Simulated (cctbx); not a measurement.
# Which space group?

Cell: a = 7.0510 Å, b = 7.0510 Å, c = 3.5280 Å, α = 90.00°, β = 90.00°, γ = 90.00°. Expected content of the cell: W2 Tb4 Be4.

The data are simulated with cctbx, not measured: Cu Kα, λ = 1.54184 Å, to d = 0.83 Å, 50 % of the full sphere, strongest reflection 5000 counts, noise from counting, a 2 % proportional error and a noise floor of 2 counts (s.d.); no absorption, some extinction.

Tests on the unmerged data give:

```text
633 reflections to d = 0.831 A
centring   violations  <I/sigma> of those
    A        278 of   325     15.7
    B        256 of   301     15.7
    C        218 of   308     11.1
    I        266 of   313     15.6
    R        344 of   422     14.8
    F        376 of   467     14.2
Laue class    unique    Rint  (classes that these axes allow; Friedel mates merged)
P -1              473   0.024
P 1 2/m 1         317   0.028
P 1 1 2/m         335   0.026
P 2/m 1 1         318   0.026
P m m m           211   0.029
P 4/m             185   0.030
P 4/m m m         122   0.031
space group    extra absences  I>4sigma  <I/sigma>
P 4 2 2                 0          0         -  acentric
P 4 21 2                6          0       0.4  acentric
P 4 m m                 0          0         -  acentric
P 4 b m                55          0       0.1  acentric
P -4 2 m                0          0         -  acentric
P -4 21 m               6          0       0.4  acentric
P -4 m 2                0          0         -  acentric
P -4 b 2               55          0       0.1  acentric
P 4/m m m               0          0         -  centric
P 4/m b m              55          0       0.1  centric
Wilson B = 0.76 A^2   <|E^2-1|> = 0.709 (0.968 centric, 0.736 acentric)   E^2>4: 0.0 %
shell (A)         n   <I/sigma>
 7.05 - 1.66     23     26.7
 1.66 - 1.32     13     38.5
 1.32 - 1.15     16     34.5
 1.15 - 1.05     17     29.2
 1.05 - 0.97     10     32.3
 0.97 - 0.91     13     41.7
 0.91 - 0.87     13     17.7
 0.87 - 0.83     17     29.0
```

**Question.** What are the lattice type, the Laue class and the likely space group?

Every centring test has many violations, so the lattice is primitive.

Rint stays low (0.024 to 0.031) up to P 4/m m m, the highest class in these axes.

10 settings pass the absence test. The most absences obeyed, 55, belong to P 4 b m, P -4 b 2 and P 4/m b m, which absences can't tell apart.

⟨|E²−1|⟩ = 0.709 leans to a non-centrosymmetric structure. Here that hint misleads: the statistic assumes many like atoms on general positions, and few, heavy or special-position atoms break it. The Wilson B of 0.76 Å² means U ≈ 0.0096 Å².

The true group is P4/mbm (no. 127), Laue class 4/mmm, centrosymmetric. The tables only narrow the choice to the tied entries; cell content, site symmetry and trial solutions must settle it.

The model is made up (kin elements in a known structure type, no relaxation), so it says nothing on whether the phase exists.

[Logs are printed without paths, hosts, clocks, repeated set-up lines and the standing remarks that a program may print on its own settings, such as how far it seeks lower states.]
